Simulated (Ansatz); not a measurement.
# HfO2 (model cell, started as fluorite): a soft mode frozen in

Aim: this structure of HfO2 (model cell, started as fluorite) is to be tested for unstable modes, and one is followed downhill.

Main program and level: Ansatz 0.2.0; DFT PBEsol, scalar-relativistic, plane waves, PAW; PAW set soft_1.

## Step 1: The starting structure

Symmetry: Fm-3m, No. 225, cubic system. The conventional cell has a = 5.044 Å, b = 5.044 Å, c = 5.044 Å, α = 90.00°, β = 90.00°, γ = 90.00°. Nearest to Hf lie 8 O at 2.18 Å. Nearest to O lie 4 Hf at 2.18 Å. Farther neighbours and most contacts between anions are not listed.

## Step 2: Phonons on a q mesh

The cell comes from relaxations at this level that are not shown. Stability and thermal properties need the whole zone. Linear response on a 4×4×4 q mesh gives force constants as far as a supercell of that size would, and the tensors from the zone-centre run are typed in so that the long-range dipole term is interpolated apart.

File input.yaml:

```yaml
crystal:
  lattice:
    - [0.0, 2.5222483991, 2.5222483991]
    - [2.5222483991, 0.0, 2.5222483991]
    - [2.5222483991, 2.5222483991, 0.0]
  atoms:
    - { symbol: Hf, position: [0.0, 0.0, 0.0] }
    - { symbol: O, position: [0.25, 0.25, 0.25] }
    - { symbol: O, position: [0.75, 0.75, 0.75] }
kpoints:
  mp_grid: { grid: [8, 8, 8] }
hamiltonian:
  xc: pbesol
  pseudopotentials: { kind: paw, azcp: { folder: soft_1 }, xc_functional: pbe }
scf:
  occupations: { method: fixed }
output:
  eigenvalues: true
phonons:
  method: dfpt
  qmesh: [4, 4, 4]
  temperatures: { t_max: 1000, t_step: 50 }
  qpath:
    path:
      - [[0.0, 0.0, 0.0], [0.5, 0.0, 0.5], [0.625, 0.25, 0.625]]
      - [[0.375, 0.375, 0.75], [0.0, 0.0, 0.0], [0.5, 0.5, 0.5], [0.5, 0.25, 0.75], [0.5, 0.0, 0.5]]
    npoints: 10
  non_analytic_term:
    high_frequency_dielectric_tensor: [[5.3795, 0.0, 0.0], [0.0, 5.3795, 0.0], [0.0, 0.0, 5.3795]]
    born_effective_charges:
      - { species: Hf, tensor: [[5.5632, 0.0, 0.0], [0.0, 5.5632, 0.0], [0.0, 0.0, 5.5632]] }
      - { species: O, tensor: [[-2.7816, 0.0, 0.0], [0.0, -2.7816, 0.0], [0.0, 0.0, -2.7816]] }
      - { species: O, tensor: [[-2.7816, 0.0, 0.0], [0.0, -2.7816, 0.0], [0.0, 0.0, -2.7816]] }
    source: "zone-centre run at this cell"
```

On the command line:

```
$ ansatz run input.yaml --threads 8 --pin off --max-ram 16384MiB --backend cpu --events-out ev --progress --plain --runs-dir out
```

Numbers of over 12 decimals in the logs are rounded to 6 here.

The log of the run:

```text
Warning: phonons: the dynamical matrix that this run interpolates holds no multipole term above the dipole-dipole one, and a site of this crystal is no centre of inversion, so its interpolated transverse optical and acoustic branches and sound speeds can stay off near Gamma, and the density of states and the thermodynamics with them. What a run solves at a wave vector of phonons.qpoints, Gamma apart, where the deck admits one, is free of this, and under fd what a larger phonons.supercell samples
Engine: ansatz 0.2.0, aarch64-unknown-linux-gnu
Pseudopotentials: kind: paw
Pseudopotential: Hf, paw, valence charge 26, recommended cutoff 420 eV (normal), soft_1/Hf.paw.azcp
Pseudopotential: O, paw, valence charge 6, recommended cutoff 420 eV (normal), soft_1/O.paw.azcp
Functional definition: PBEsol
  exchange = pbesol_x
  correlation = pbesol_c
Crystal: 3 atoms, lattice volume = 32.092 Å³
Basis set: ecut = 420 eV, 609 PW (Γ), exchange–correlation on 48×48×48 points (8 copies of the dense FFT grid, shifted against one another)
Bands: 23, of which v1, the nominal top of the filled ones, is band 19 counted from 1 (18 counted from 0)
Symmetry: 48 space group operations
k-points: 29 of 512
Non-local potential: Hf, projectors of the file, l = 0: 3, l = 1: 2, l = 2: 2, l = 3: 3
Non-local potential: O, projectors of the file, l = 0: 2, l = 1: 2, l = 2: 1
PAW form: soft (Blöchl's): semilocal exchange-correlation on the pseudo side does not see the compensation charge
PAW frozen core: Hf, regenerated for the run's functional, and the local potential with it (the file was generated under x = pbe(κ = 0.804, μ = 0.219515), c = pbe(β = 0.066725))
PAW frozen core: O, regenerated for the run's functional, and the local potential with it (the file was generated under x = pbe(κ = 0.804, μ = 0.219515), c = pbe(β = 0.066725))
PAW one-centre angular grid: Hf, 590 points (default); XC on 64 Gauss nodes
PAW one-centre angular grid: O, 110 points (default); XC on 64 Gauss nodes
Initial density: superposition of atomic densities (chi_scale 0.1, normalization cell, long waves kept (reshape's long-wave potential 0.00 eV rms))
Initial wavefunctions: pseudopotential atomic-orbital guess
Functional: x = pbesol(κ = 0.804, μ = 0.123457), c = pbesol(β = 0.046)
SCF iter   1: F=—  HF=-16726.434862 eV  |F-HF|=—  |Δ(HF+E_count)|=         —  Δρ=9.04e-2  dr2=1.92e0  ethr=3.10e-3  ⟨swp⟩=4.2  Hψ=2195  notcnv=0  defer=56
preconditioner: auto → none  [insulator: Δε(μ)=3.042 eV  Ē_g=19.280 eV  n_scr=14 (ndim 8)  ℏωp=39.3 eV  f_vac=0.001  ε∞_Penn≈5.2]
SCF iter   2: F=—  HF=-16725.940856 eV  |F-HF|=—  |Δ(HF+E_count)|=   4.94e-1  Δρ=3.78e-2  dr2=4.01e-1  ethr=3.10e-3  ⟨swp⟩=2.2  Hψ=1563  notcnv=0  defer=48
SCF iter   3: F=—  HF=-16725.863016 eV  |F-HF|=—  |Δ(HF+E_count)|=   7.78e-2  Δρ=2.62e-2  dr2=1.15e-1  ethr=1.06e-3  ⟨swp⟩=2.0  Hψ=1159  notcnv=0  defer=58
SCF iter   4: F=—  HF=-16725.847045 eV  |F-HF|=—  |Δ(HF+E_count)|=   1.60e-2  Δρ=6.16e-3  dr2=4.86e-3  ethr=3.03e-4  ⟨swp⟩=2.4  Hψ=1136  notcnv=0  defer=58
SCF iter   5: F=—  HF=-16725.850487 eV  |F-HF|=—  |Δ(HF+E_count)|=   3.44e-3  Δρ=2.75e-3  dr2=8.73e-4  ethr=1.28e-5  ⟨swp⟩=2.0  Hψ=1341  notcnv=0  defer=58
SCF iter   6: F=—  HF=-16725.850661 eV  |F-HF|=—  |Δ(HF+E_count)|=   1.74e-4  Δρ=3.00e-4  dr2=1.02e-5  ethr=2.30e-6  ⟨swp⟩=2.0  Hψ=1102  notcnv=0  defer=57
SCF iter   7: F=—  HF=-16725.850657 eV  |F-HF|=—  |Δ(HF+E_count)|=   3.71e-6  Δρ=3.05e-5  dr2=2.50e-7  ethr=2.69e-8  ⟨swp⟩=2.6  Hψ=1189  notcnv=0
SCF iter   8: F=—  HF=-16725.850659 eV  |F-HF|=—  |Δ(HF+E_count)|=   1.24e-6  Δρ=2.96e-6  dr2=9.11e-10  ethr=6.58e-10  ⟨swp⟩=2.2  Hψ=1205  notcnv=0
SCF iter   9: F=—  HF=-16725.850659 eV  |F-HF|=—  |Δ(HF+E_count)|=   1.75e-9  Δρ=7.65e-7  dr2=1.25e-10  ethr=2.40e-12  ⟨swp⟩=2.6  Hψ=1339  notcnv=0
SCF iter  10: F=-16725.850659 eV  HF=-16725.850659 eV  |F-HF|=7.28e-12  |Δ(HF+E_count)|=  2.18e-11  Δρ=4.09e-8  dr2=3.27e-13  ethr=1.00e-12  ⟨swp⟩=6.9  Hψ=4415  notcnv=0
SCF 1 converged in 10 iterations: F = -16725.850659 eV  dr2 = 3.27e-13
  greatest PAW one-centre occupation: 0.999 electrons in one spin orbital (limit 2), on the Hf atom at site 0 (counted from 0), in its partial waves of l = 3
NSCF: frozen V_eff on 29 k-points
NSCF: frozen V_eff on 59 k-points
DFPT response loops at q = (0, 0, 0) (fractional): preconditioner auto → none (the input reference at scf.mixing.eps_inf says where Resta's filter doesn't serve); β = 0.50; Broyden in place of MSR1
NSCF: frozen V_eff on 576 k-points
DFPT response loops at q = (0, 0, 0.25) (fractional): mixed as the last ones told, above
NSCF: frozen V_eff on 300 k-points
DFPT response loops at q = (0, 0, -0.5) (fractional): preconditioner auto → Resta (q_TF=auto, 2.806 Å⁻¹)  ε∞=4.0 (no band partly filled); β = 1.00, the filter's whole step (`scf.mixing.beta` (0.50) is not read by the response loops at its default; to damp them type it under 1.00, their step now; it binds the ground state too); Broyden in place of MSR1
NSCF: frozen V_eff on 328 k-points
DFPT response loops at q = (0, 0.25, 0.25) (fractional): preconditioner auto → none (the input reference at scf.mixing.eps_inf says where Resta's filter doesn't serve); β = 0.50; Broyden in place of MSR1
NSCF: frozen V_eff on 1024 k-points
DFPT response loops at q = (0, 0.25, -0.5) (fractional): preconditioner auto → Resta (q_TF=auto, 2.806 Å⁻¹)  ε∞=4.0 (no band partly filled); β = 1.00, the filter's whole step (`scf.mixing.beta` (0.50) is not read by the response loops at its default; to damp them type it under 1.00, their step now; it binds the ground state too); Broyden in place of MSR1
NSCF: frozen V_eff on 576 k-points
DFPT response loops at q = (0, 0.25, -0.25) (fractional): preconditioner auto → none (the input reference at scf.mixing.eps_inf says where Resta's filter doesn't serve); β = 0.50; Broyden in place of MSR1
NSCF: frozen V_eff on 190 k-points
DFPT response loops at q = (0, -0.5, -0.5) (fractional): preconditioner auto → Resta (q_TF=auto, 2.806 Å⁻¹)  ε∞=4.0 (no band partly filled); β = 1.00, the filter's whole step (`scf.mixing.beta` (0.50) is not read by the response loops at its default; to damp them type it under 1.00, their step now; it binds the ground state too); Broyden in place of MSR1
NSCF: frozen V_eff on 328 k-points
DFPT response loops at q = (0.25, -0.5, -0.25) (fractional): preconditioner auto → none (the input reference at scf.mixing.eps_inf says where Resta's filter doesn't serve); β = 0.50; Broyden in place of MSR1
SCF converged after 10 iterations
Free energy (F): -16725.850659 eV
Harris-Foulkes:  -16725.850659 eV  (|F-HF|=7.28e-12)
Internal energy: -16725.850659 eV  (E = F + TS)
E sigma→0 (E₀):  -16725.850659 eV
Fermi energy:    14.968409 eV
--- Per-component energies (eV) ---
  E_band       = 13.596172
  E_kinetic    = 742.638433
  E_local      = -6935.900388  (includes V_loc(G=0)·N_el)
  E_nonlocal   = 176.432469
  E_hartree    = 3309.379945
  E_xc         = -406.039637
  E_vxc        = -436.287097  (∫ρ·V_xc dr)
  E_paw        = -7892.722107  (= ΣΔE_a)
  E_vpaw       = -152.048868  (= ΣTr[D̂ρ^β])
  E_aug_tail   = 0.001713  (compensation charges beyond the density's cutoff)
  E_ewald      = -5720.962719
  E_core_change = 1.321632  (= ΣΔE_core)
  E_smearing   = -0.000000  (= −TS)
  E_closure    = -0.000000  (closes the sum)
  Σ components = -16725.850659   (vs F -16725.850659, Δ=0.00e0)
--- Band table (eV; the first three rows and the last of 29) ---
  k-point 0: bands = [... 15 lower, 9.4161, 14.3344, 14.3344, 14.3344, 18.7762, 18.7762, 20.6748, 25.5709]
  k-point 1: bands = [... 15 lower, 9.8689, 13.8623, 14.0326, 14.0326, 19.0823, 19.0823, 21.2895, 24.8264]
  k-point 2: bands = [... 15 lower, 10.8978, 12.9269, 13.4937, 13.4937, 19.5350, 19.5350, 21.9329, 24.2586]
  k-point 28: bands = [... 15 lower, 12.3104, 12.3104, 13.4791, 14.7537, 19.7376, 20.1014, 22.1288, 22.1288]
--- Phonons (Γ-DFPT): 2 representative perturbations + reference (Σ response iterations 7) ---
  ASR residual: 1.725e-5 → 0.000e0 eV/Å²; symmetrization residual: 9.843e-8 eV/Å²
  ASR residual per site (eV/Å²): 8.92e-6 1.72e-5 1.72e-5
  Γ frequencies (cm⁻¹): 0.00 0.00 0.00 236.32 236.32 236.32 580.26 580.26 580.26
--- Phonons (arbitrary-q DFPT): 8 irreducible q on the 4×4×4 mesh ---
  q = [0.0000, 0.0000, 0.0000] (star 1, of the zone-centre solve; hermiticity 1.74e-8, symmetrization 1.71e-12): -0.00 0.00 0.00 236.32 236.32 236.32 580.26 580.26 580.26
  q = [0.0000, 0.0000, 0.2500] (star 8, 2 solved perturbations on 288 of 512 k-point pairs; hermiticity 6.64e-8, symmetrization 3.15e-10): 77.05 77.05 146.63 320.27 320.27 537.53 555.53 555.53 605.68
  q = [0.0000, 0.0000, -0.5000] (star 4, 2 solved perturbations on 150 of 512 k-point pairs; hermiticity 2.42e-5, symmetrization 1.21e-5): 88.30 88.30 192.98 403.08 403.08 499.73 515.77 515.77 588.83
  q = [0.0000, 0.2500, 0.2500] (star 6, 4 solved perturbations in 528 linear systems a pass and spin channel, the states on 164 of 512 k-point pairs; hermiticity 1.65e-8, symmetrization 4.27e-9): 75.56 75.56 197.30 251.80 251.80 432.81 574.78 574.78 653.80
  q = [0.0000, 0.2500, -0.5000] (star 24, 4 solved perturbations in 1600 linear systems a pass and spin channel, the states on 512 of 512 k-point pairs; hermiticity 2.71e-8, symmetrization 1.44e-9): 91.97 124.52 190.78 265.17 343.99 350.97 543.04 568.02 655.15
  q = [0.0000, 0.2500, -0.2500] (star 12, 4 solved perturbations in 904 linear systems a pass and spin channel, the states on 288 of 512 k-point pairs; hermiticity 4.46e-6, symmetrization 2.23e-6): 89.29 118.47 190.43 220.60 424.66 455.42 477.95 583.59 629.95
  q = [0.0000, -0.5000, -0.5000] (star 3, 4 solved perturbations in 308 linear systems a pass and spin channel, the states on 95 of 512 k-point pairs; hermiticity 4.68e-8, symmetrization 2.69e-8): -220.62 96.61 96.61 254.59 307.89 307.89 560.54 560.54 691.09
  q = [0.2500, -0.5000, -0.2500] (star 6, 4 solved perturbations in 502 linear systems a pass and spin channel, the states on 164 of 512 k-point pairs; hermiticity 4.03e-6, symmetrization 2.02e-6): -30.91 100.12 185.92 185.92 238.78 464.06 464.06 601.94 664.14
  sum rule: each row above includes the acoustic sum rule's correction from the zone centre's row sums; it moved no ω² by more than (0.54 cm⁻¹)²
  mesh force constants: q→R imaginary residual 5.83e-18; ASR residual 1.725e-5 → 0.000e0 eV/Å²; symmetrization residual 8.882e-15 eV/Å²
  interpolated dispersion: 63 rows × 9 modes
  density of states and harmonic sums: on the 24×24×24 q-mesh, interpolated from the force constants of a 4×4×4 supercell (with the dipole–dipole term of supplied tensors)
  largest difference from the sums on the solved wave vectors: F 2.12e-2 eV, S 2.83e-5 and C_V 7.70e-6 eV/K
  zero-point energy: 0.193382 eV/cell   skipped modes (ω ≤ 0): 54, of them read as no rigid motion or as one in doubt: 51 (1.057e-1 modes/cell left out, lowest -220.62 cm⁻¹)   left out of the sums: 1.18e-2 of the cell's modes: C_V's classical limit lies that fraction below 3 k_B per atom; for a crystal, a wire or a layer, F and S can be off by more, and a phonons.interpolated_qmesh denser along its periods is the remedy for the sampling
```

Run time: 53 s. Hardware: 8 threads of Arm Neoverse V2, shared host; peak memory 1.3 GiB; 6.5 min of CPU time.

This step gave:

```yaml
gap_on_the_k_mesh: 3.688 eV
volume_per_atom: 10.70 Å³
sum_rule_residual_before_enforcement: 1.72e-5 eV/Å²
lowest_frequency_on_the_path: -220.6 cm⁻¹
point_group: m-3m
highest_frequency_on_the_path_or_at_a_solved_wavevector: 691.1 cm⁻¹
highest_optical_mode_at_the_zone_centre_no_lo_to_term: 580.3 cm⁻¹
lowest_optical_zone_centre_mode: 236.3 cm⁻¹
lowest_mode_on_the_q_mesh_acoustic_modes_at_gamma_apart: -220.6 cm⁻¹
```

Frequencies (cm⁻¹) solved at each irreducible wavevector; negative means imaginary. Frequencies by wavevector, by row:

| q in reciprocal lattice units | star | mode 1 | mode 2 | mode 3 | mode 4 | mode 5 | mode 6 | mode 7 | mode 8 | mode 9 |
| --- | --- | --- | --- | --- | --- | --- | --- | --- | --- | --- |
| 0 0 0 | 1 | 0 | 0 | 0 | 236.3 | 236.3 | 236.3 | 580.3 | 580.3 | 580.3 |
| 0 0 0.25 | 8 | 77 | 77 | 146.6 | 320.3 | 320.3 | 537.5 | 555.5 | 555.5 | 605.7 |
| 0 0 -0.5 | 4 | 88.3 | 88.3 | 193 | 403.1 | 403.1 | 499.7 | 515.8 | 515.8 | 588.8 |
| 0 0.25 0.25 | 6 | 75.6 | 75.6 | 197.3 | 251.8 | 251.8 | 432.8 | 574.8 | 574.8 | 653.8 |
| 0 0.25 -0.5 | 24 | 92 | 124.5 | 190.8 | 265.2 | 344 | 351 | 543 | 568 | 655.1 |
| 0 0.25 -0.25 | 12 | 89.3 | 118.5 | 190.4 | 220.6 | 424.7 | 455.4 | 477.9 | 583.6 | 630 |
| 0 -0.5 -0.5 | 3 | -220.6 | 96.6 | 96.6 | 254.6 | 307.9 | 307.9 | 560.5 | 560.5 | 691.1 |
| 0.25 -0.5 -0.25 | 6 | -30.9 | 100.1 | 185.9 | 185.9 | 238.8 | 464.1 | 464.1 | 601.9 | 664.1 |

Interpolated from a 4×4×4 q mesh, with the LO-TO term (at Γ the limit along the path; where Γ stands inside the path, tables give the limit on arrival). Phonon branches along the path, in cm⁻¹:

| point | branch 1 | branch 2 | branch 3 | branch 4 | branch 5 | branch 6 | branch 7 | branch 8 | branch 9 |
| --- | --- | --- | --- | --- | --- | --- | --- | --- | --- |
| Γ | 0 | 0 | 0 | 236 | 236 | 580 | 580 | 580 | 617 |
| halfway | 76 | 76 | 197 | 252 | 252 | 433 | 575 | 575 | 654 |
| X | -221 | 97 | 97 | 255 | 308 | 308 | 560 | 560 | 691 |
| halfway | -192 | 95 | 115 | 241 | 315 | 326 | 554 | 564 | 686 |
| U | -88 | 92 | 151 | 214 | 329 | 371 | 535 | 572 | 672 |
| jump to K | -88 | 92 | 151 | 214 | 329 | 371 | 535 | 572 | 672 |
| halfway | 87 | 87 | 175 | 241 | 393 | 489 | 521 | 586 | 615 |
| Γ | 0 | 0 | 0 | 236 | 236 | 580 | 580 | 580 | 617 |
| halfway | 77 | 77 | 147 | 320 | 320 | 538 | 556 | 556 | 606 |
| L | 88 | 88 | 193 | 403 | 403 | 500 | 516 | 516 | 589 |
| halfway | 91 | 144 | 172 | 298 | 322 | 445 | 495 | 581 | 638 |
| W | -31 | 100 | 186 | 186 | 239 | 464 | 464 | 602 | 664 |
| halfway | -166 | 98 | 128 | 233 | 282 | 368 | 535 | 579 | 680 |
| X | -221 | 97 | 97 | 255 | 308 | 308 | 560 | 560 | 691 |

The phonon branches as a text plot (rows in cm⁻¹):

```
    672 |      *************                            *********
    634 |******             ****  *******            ***
    596 |****               ************************* ********
    558 | ** ***************     *****   *****     ***        ***
    520 |   *             **    **          **********      **
    482 |    **             *****               ***   ******
    444 |      *            *  *                   ******* *
    406 |                  * ** *               *****       **
    368 |       *        ** *    *            **   ***        *
    330 |              *****                **       **        *
    292 |        ******           **      **          **      ***
    254 |***************        **********              *********
    216 |       *       ********                        *   **
    178 |    ***           ******            ***************
    140 |   *           *** ***  ***       **        ****   **
    102 |  *    *****************   *     *   *******************
     64 | * ****  **             ****    *****           *
     26 | **                        **  **
    -12 |*                            **
    -50 |                                                 **
    -88 |                 *
   -126 |                *                                  **
   -164 |               *
   -202 |           ****                                      ***
         Γ           X  U|K            Γ         L        W     X
```

Symmetry leaves 8 wavevectors to solve. The lowest mode among them, the acoustic zeros apart, lies at q = (0, -0.5, -0.5) and is imaginary, 220.6i cm⁻¹, so the energy falls along it.

## Step 3: The mode frozen in, largest atomic shift 0 Å

The mode followed lies at q = (0, -0.5, -0.5) with frequency 220.6i cm⁻¹, the softest among the wavevectors solved. At small amplitude the distorted cell has space group no. 137 by a symmetry search on the positions. The undistorted cell that holds it gives the zero of energy on the same k mesh.

System of this step: HfO2 (model cell, started as fluorite). It takes space group Fm-3m (No. 225, cubic). Conventional cell: a = 5.044 Å, b = 5.044 Å, c = 5.044 Å, α = 90.00°, β = 90.00°, γ = 90.00°. Hf has 8 O at 2.18 Å nearest. Nearest to O lie 4 Hf at 2.18 Å. Farther neighbours and most contacts between anions are not listed.

File input.yaml:

```yaml
crystal:
  lattice:
    - [0.0, -2.5222483991, -2.5222483991]
    - [0.0, 2.5222483991, -2.5222483991]
    - [5.0444967983, 0.0, 0.0]
  atoms:
    - { symbol: Hf, position: [0.0, 0.0, 0.0] }
    - { symbol: Hf, position: [0.5, 0.5, 0.5] }
    - { symbol: O, position: [0.0, 0.5, 0.75] }
    - { symbol: O, position: [0.5, 0.0, 0.25] }
    - { symbol: O, position: [0.0, 0.5, 0.25] }
    - { symbol: O, position: [0.5, 0.0, 0.75] }
kpoints:
  mp_grid: { grid: [6, 6, 6] }
hamiltonian:
  xc: pbesol
  pseudopotentials: { kind: paw, azcp: { folder: soft_1 }, xc_functional: pbe }
scf:
  occupations: { method: gaussian, width: 0.02 }
output:
  forces: true
  stress: true
  eigenvalues: true
```

The log of the run:

```text
[...]
Crystal: 6 atoms, lattice volume = 64.184 Å³
Basis set: ecut = 420 eV, 1245 PW (Γ), exchange–correlation on 48×48×72 points (8 copies of the dense FFT grid, shifted against one another)
Bands: 46, of which v1, the nominal top of the filled ones, is band 38 counted from 1 (37 counted from 0)
Symmetry: 32 space group operations
[...]
k-points: 40 of 216
[...]
k-point 0: bands = [... 34 lower, 14.3345, 14.3345, 14.3345, 14.9684, 18.6563, 18.7762, 18.7762, 20.4688, ... 2 higher]
  k-point 1: bands = [... 34 lower, 13.6609, 14.3474, 14.3474, 14.4322, 18.7961, 18.8687, 19.0355, 20.3263, ... 2 higher]
  k-point 2: bands = [... 34 lower, 13.9656, 13.9656, 14.3479, 14.3479, 19.1330, 19.1333, 19.3773, 19.9655, ... 2 higher]
  k-point 39: bands = [... 34 lower, 13.4791, 13.4791, 14.7538, 14.7538, 19.7376, 19.7376, 20.1014, 20.1014, ... 2 higher]
[key lines of the parts left out:]
SCF converged after 10 iterations
Free energy (F): -33451.701450 eV
Fermi energy:    16.812373 eV
P = ⅓ Tr σ = 0.0049 GPa (0.049 kbar)
```

Run time: 1.3 s. Hardware: 8 threads; peak memory 0.47 GiB.

This step gave:

| Quantity | Value |
| --- | --- |
| pressure | 0.004853 GPa |
| energy from the undistorted cell | 0 meV/atom |

At this level the gap is 3.69 eV on the k-mesh of the self-consistent run, which can miss the band edges.

(Continued in part 2 of 3.)

[Logs are printed without paths, hosts, clocks, repeated set-up lines and the standing remarks that a program may print on its own settings, such as how far it seeks lower states.]

[Hosts, paths, dates, database ids (printed as entryN), source tags and the programs' standing remarks are cut or masked in the printed files.]
